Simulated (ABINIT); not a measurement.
# A GW chain in ABINIT: Ga2O3 (R-3c), part 3 of 3

How does a plane-wave GW calculation on Ga2O3 (R-3c) run from the first input to the gap?

ABINIT 10.8.3; PBE and many-body steps on it, plane waves. Known limits of the many-body steps: not at the basis limit; no spin-orbit coupling; coarse k mesh.

So far. Step 4 (Empty states on the mesh, 2×2×2 mesh, 555 bands): On this mesh the gap is 2.963 eV. The earlier step found 2.857 eV, so this mesh misses an edge. Step 5 (Screening, 2×2×2 mesh, 505 bands, screening to 201.4 eV): Local fields lower ε∞ by 5 %. On a Γ-centred mesh this coarse the value itself is usually too large, while a short band sum pulls it down.

## Step 6: Self-energy, 2×2×2 mesh, 505 bands, screening to 201.4 eV

The self-energy is evaluated for the states that the input lists, and the levels follow from it, in one-shot runs by the linearised quasiparticle equation.

This step: G0W0 on PBE, plane waves, norm-conserving pseudopotentials.

Contents of run.abi:

```
acell 3*1.0 Angstrom
rprim 
  2.498699193881 1.442624652211 4.483549768500
  -2.498699193881 1.442624652211 4.483549768500
  0.000000000000 -2.885249304422 4.483549768500
ntypat 2
znucl 31 8
natom 10
typat 1 1 1 1 2 2 2 2 2 2
xred 
  0.855585580000 0.855585580000 0.855585580000
  0.644414420000 0.644414420000 0.644414420000
  0.144414420000 0.144414420000 0.144414420000
  0.355585580000 0.355585580000 0.355585580000
  0.750000000000 0.446832820000 0.053167180000
  0.446832820000 0.053167180000 0.750000000000
  0.053167180000 0.750000000000 0.446832820000
  0.250000000000 0.553167180000 0.946832820000
  0.946832820000 0.250000000000 0.553167180000
  0.553167180000 0.946832820000 0.250000000000
pp_dirpath "pseudos"
pseudos "Ga.upf, O.upf"
ecut 45
ngkpt 2 2 2
nshiftk 1
shiftk 0 0 0
kptopt 1
chksymbreak 0
istwfk *1
occopt 1
irdwfk 1
optdriver 4
nband 505
gwcalctyp 0
ecutsigx 45
symsigma 1
nkptgw 4
kptgw 
  0.5000000000 0.5000000000 0.0000000000
  0.0000000000 0.0000000000 0.0000000000
  0.5000000000 0.0000000000 0.0000000000
  0.5000000000 0.5000000000 0.5000000000
bdgw 
  59 62
  59 62
  59 62
  57 62
ecuteps 7.4
irdscr 1
ppmodel 1
indata_prefix "in"
outdata_prefix "out"
tmpdata_prefix "tmp"
```

Command:

```sh
OMP_NUM_THREADS=1 mpirun -n 4 abinit run.abi > log
```

Numbers of over 12 decimals in the logs are rounded to 6 here.

The program printed:

```text
.Version 10.8.3 of ABINIT. v10.8.2 released Aug 2026.

 Symmetries : space group R-3 c (#167); Bravais hR (rhombohedral)
[... echo of the input left out ...]
== DATASET  1 ==================================================================
-   mpi_nproc: 4, omp_nthreads: 1 (-1 if OMP is not activated)

--- !DatasetInfo
iteration_state: {dtset: 1, }
dimensions: {natom: 10, nkpt: 4, mband: 505, nsppol: 1, nspinor: 1, nspden: 1, mpw: 9454, }
cutoff_energies: {ecut:  45.0, pawecutdg:  -1.0, }
electrons: {nelect:   1.20000000E+02, charge:   0.00000000E+00, occopt:   1.00000000E+00, tsmear:   1.00000000E-02, }

 SIGMA: Calculation of the GW corrections

 Based on a program developped by R.W. Godby, V. Olevano, G. Onida, and L. Reining.
 Incorporated in ABINIT by V. Olevano, G.-M. Rignanese, and M. Torrent.
.Using double precision arithmetic ; gwpc =  8

[... cell and pseudopotentials left out ...]
--------------------------------------------------------------------------------

 ==== K-mesh for the wavefunctions ====
 Number of points in the irreducible wedge :     4
[... list of points left out ...]
 Together with 12 symmetry operations and time-reversal symmetry
 yields     8 points in the full Brillouin Zone.

 ==== Q-mesh for screening function ====
 Number of points in the irreducible wedge :     4
[... list of points left out ...]
 Together with 12 symmetry operations and time-reversal symmetry
 yields     8 points in the full Brillouin Zone.

 vcoul_init : cutoff-mode = AUXILIARY_FUNCTION
 q-points for optical limit:   1
     1)      0.000010    0.000020    0.000030
 setmesh: FFT mesh size selected  =    64x   64x   64
          total number of points  =       262144

 Number of electrons calculated from density =  120.0000; Expected =  120.0000
 average of density, n =  0.183377
 r_s =    1.0919
 omega_plasma =   41.3074 [eV]

 === KS Band Gaps ===
  >>>> For spin  1
   Minimum direct gap =   3.0663 [eV], located at k-point      :   0.0000  0.0000  0.0000
   Fundamental gap    =   2.9628 [eV], Top of valence bands at :   0.5000  0.5000  0.0000
                                       Bottom of conduction at :   0.0000  0.0000  0.0000
 SIGMA fundamental parameters:
 PLASMON POLE MODEL  1
 number of plane-waves for SigmaX                 9445
 number of plane-waves for SigmaC and W            629
 number of plane-waves for wavefunctions          9445
 number of bands                                   505
 number of independent spin polarizations            1
 number of spinorial components                      1
 number of k-points in IBZ                           4
 number of q-points in IBZ                           4
 number of symmetry operations                      12
 number of k-points in BZ                            8
 number of q-points in BZ                            8
 number of frequencies for dSigma/dE                 9
 frequency step for dSigma/dE [eV]                0.25
 number of omega for Sigma on real axis              0
 max omega for Sigma on real axis  [eV]           0.00
 zcut for avoiding poles [eV]                     0.10

 EPSILON^-1 parameters (SCR file):
 dimension of the eps^-1 matrix on file            629
 dimension of the eps^-1 matrix used               629
 number of plane-waves for wavefunctions          9445
 number of bands                                   505
 number of q-points in IBZ                           4
 number of frequencies                               2
 number of real frequencies                          1
 number of imag frequencies                          1

 matrix elements of self-energy operator (all in [eV])

 Perturbative Calculation

--- !SelfEnergy_ee
iteration_state: {dtset: 1, }
kpoint     : [   0.500,    0.500,    0.000, ]
spin       : 1
KS_gap     :    6.680
QP_gap     :    8.507
Delta_QP_KS:    1.827
data: !SigmaeeData |
     Band     E0 <VxcDFT>   SigX SigC(E0)      Z dSigC/dE  Sig(E)    E-E0       E
       59   5.594 -21.402 -26.059   4.123   0.804  -0.244 -21.831  -0.429   5.165
       60   5.701 -21.146 -25.902   4.187   0.803  -0.246 -21.603  -0.456   5.245
       61  12.381 -18.003 -12.365  -3.998   0.836  -0.196 -16.633   1.371  13.751
       62  12.578 -18.295 -12.612  -3.916   0.834  -0.199 -16.821   1.474  14.052

--- !SelfEnergy_ee
iteration_state: {dtset: 1, }
kpoint     : [   0.000,    0.000,    0.000, ]
spin       : 1
KS_gap     :    3.066
QP_gap     :    4.407
Delta_QP_KS:    1.341
data: !SigmaeeData |
     Band     E0 <VxcDFT>   SigX SigC(E0)      Z dSigC/dE  Sig(E)    E-E0       E
       59   5.597 -20.676 -25.396   4.153   0.803  -0.246 -21.131  -0.455   5.142
       60   5.597 -20.676 -25.396   4.153   0.803  -0.246 -21.131  -0.455   5.142
       61   8.663 -16.161 -11.475  -3.638   0.846  -0.182 -15.275   0.886   9.549
       62  12.517 -17.531 -11.803  -4.030   0.841  -0.189 -16.103   1.428  13.946

--- !SelfEnergy_ee
iteration_state: {dtset: 1, }
kpoint     : [   0.500,    0.000,    0.000, ]
spin       : 1
KS_gap     :    6.550
QP_gap     :    8.328
Delta_QP_KS:    1.778
data: !SigmaeeData |
     Band     E0 <VxcDFT>   SigX SigC(E0)      Z dSigC/dE  Sig(E)    E-E0       E
       59   5.695 -20.988 -25.757   4.195   0.803  -0.246 -21.448  -0.461   5.234
       60   5.695 -20.988 -25.757   4.195   0.803  -0.246 -21.448  -0.461   5.234
[...]
--- !SelfEnergy_ee
iteration_state: {dtset: 1, }
kpoint     : [   0.500,    0.500,    0.500, ]
spin       : 1
KS_gap     :    6.157
QP_gap     :    7.877
Delta_QP_KS:    1.721
data: !SigmaeeData |
     Band     E0 <VxcDFT>   SigX SigC(E0)      Z dSigC/dE  Sig(E)    E-E0       E
[...]
58   5.545 -21.051 -25.785   4.156   0.803  -0.245 -21.515  -0.464   5.081
       59   5.545 -21.051 -25.785   4.156   0.803  -0.245 -21.515  -0.464   5.081
       60   5.545 -21.051 -25.785   4.156   0.803  -0.245 -21.515  -0.464   5.081
       61  11.702 -17.452 -12.188  -3.763   0.837  -0.195 -16.196   1.257  12.959
       62  11.702 -17.452 -12.188  -3.763   0.837  -0.195 -16.196   1.257  12.959

 New Fermi energy :        2.770151E-01 Ha ,    7.537966E+00 eV

 === QP Band Gaps ===
  >>>> For spin  1
   Minimum direct gap =   4.4071 [eV], located at k-point      :   0.0000  0.0000  0.0000
   Fundamental gap    =   4.3047 [eV], Top of valence bands at :   0.5000  0.5000  0.0000
                                       Bottom of conduction at :   0.0000  0.0000  0.0000

== END DATASET(S) ==============================================================
================================================================================

 -outvars: echo values of variables after computation  --------
           etotal      0.0000000000E+00
            nband         505
             nkpt           4
          spgroup         167
 [... the other variables as echoed above ...]

 Calculation completed.
```

Wall time 3.8 min (4 MPI ranks of Arm Neoverse V1, shared host); peak memory 4.6 GiB; 15 min of CPU time.

This step gave:

```
G0W0 gap on the mesh                         : 4.304 eV
starting gap on the mesh                     : 2.963 eV
k of the valence top                         : 0.5, 0.5, 0
k of the conduction bottom                   : 0, 0, 0
Z at the valence top                         : 0.803
Z at the conduction bottom                   : 0.846
least direct G0W0 gap on the computed points : 4.407 eV
```

The gap on the mesh goes from 2.96 eV to 4.30 eV, a correction of +1.34 eV. The start differs from the 2.86 eV found before because the two sample other k points.

Limits: finite bands, cutoff and mesh; no spin-orbit coupling; coarse k mesh. v1 is the top filled band, c1 the lowest empty one. The levels before and after the correction (eV, zero at the valence-band top of each column):

|  | conduction bottom | valence top |
| --- | --- | --- |
| Kohn-Sham | 2.96 | 0.00 |
| G0W0 | 4.30 | 0.00 |

```
                    level  energy (eV)
Kohn-Sham  (0.5 0.5 0) v2       -0.107
Kohn-Sham  (0.5 0.5 0) v1        0.000
Kohn-Sham  (0.5 0.5 0) c1        6.680
Kohn-Sham  (0.5 0.5 0) c2        6.877
Kohn-Sham         Γ v2-v1       -0.104
Kohn-Sham            Γ c1        2.963
Kohn-Sham            Γ c2        6.817
     G0W0  (0.5 0.5 0) v2       -0.080
     G0W0  (0.5 0.5 0) v1        0.000
     G0W0  (0.5 0.5 0) c1        8.506
     G0W0  (0.5 0.5 0) c2        8.807
     G0W0         Γ v2-v1       -0.103
     G0W0            Γ c1        4.304
     G0W0            Γ c2        8.701
```

## Step 7: Where the time went

Times are wall times on 4 MPI ranks of Arm Neoverse V1, shared host, good to a factor of about two.

```csv
step,time,share,memory (GiB)
ground state,2.7 min,9 %,0.68
bands along the symmetry lines,2.5 min,8 %,0.69
empty states on the mesh,9.5 min,31 %,0.8
screening,12 min,39 %,5.7
self-energy,3.8 min,12 %,4.6
```

## Step 8: Results

```yaml
pbe_gap: 2.82 eV, indirect
g0w0_gap_on_the_mesh: 4.30 eV
g0w0_gap_over_the_zone_rigid_shift: 4.16 eV
gw_settings: 2×2×2 mesh, 505 bands, screening to 201.4 eV, Godby-Needs plasmon pole
known_limits: not at the basis limit; no spin-orbit coupling; coarse k mesh
```

**Reading.** G0W0 moves the gap on the mesh from 2.96 eV to 4.30 eV (+1.34 eV), with Z of 0.80 and 0.85 at the edges. The mesh misses the band edges by 0.14 eV in all; a rigid shift gives 4.16 eV for the zone. Local fields lower the RPA ε∞ on this mesh from 5.15 to 4.90; a Γ-centred mesh this coarse tends to raise both, most where the direct gap is narrow, while a short band sum lowers them. Against experiment, by G0W0@PBE: the direct gap of 4.41 eV lies −1.19 eV from the measured 5.6 eV (direct, on Al2O3 (sapphire), 2019); the direct gap of 4.41 eV lies −0.89 eV from the measured 5.3 eV (direct, on Al2O3, 2024); the direct gap of 4.41 eV lies −0.63 eV from the measured 5.04 eV (direct, on Al2O3, 2020); the direct gap of 4.41 eV lies −1.21 eV from the measured 5.62 ± 0.02 eV (direct, 300 K, on m-plane Al2O3, 2021); the direct gap of 4.41 eV lies −0.74 eV from the measured 5.15 eV (direct, on c-plane sapphire, 2019). An exciton line or allowed optical edge lies below the quasiparticle gap by the binding energy; a forbidden edge can push the onset above it. The calculation has static nuclei and no excitons; a measured gap holds zero-point and thermal motion, which mostly lowers it. Against the values above the computed gap that would widen the miss. A likelier cause is too strong a screening: the start's gap is only 2.96 eV, the mesh is coarse, and one shot does not repair that. Bands and cutoff are finite, so the gap is not at the basis limit. The miss can reach some tenths of an eV and take either sign; the mesh is an error of its own. A denser mesh or path gives a starting gap of 2.82 eV: the GW mesh misses a band edge, so its gaps are not the fundamental one. The 2×2×2 mesh is coarse for this cell, which bears on the long-range parts of exchange and screening. The many-body steps are scalar-relativistic: spin-orbit coupling is not in them.

[Paths, hosts, dates, memory and timing lines, banners, echoed tables and standing remarks are left out of the program output.]

[Logs are printed without paths, hosts, clocks, repeated set-up lines and the standing remarks that a program may print on its own settings, such as how far it seeks lower states.]

[Runs of the session that timed out or met a known fault of the program may be left out.]

[No measured gap is set beside runs whose start may be inverted or whose files or cutoffs have a known fault.]

[Hosts, paths, dates, database ids (printed as entryN), source tags and the programs' standing remarks are cut or masked in the printed files.]

[G0W0 gaps are taken among the corrected bands and points alone; a level outside them can change the order at an edge.]

[Where Ansatz stands beside ABINIT at settings called matched, ABINIT's density can come from a denser mesh and the files from another edition; pairs whose starting gaps differed by over 0.03 eV were left out, so agreement reads better than it is.]
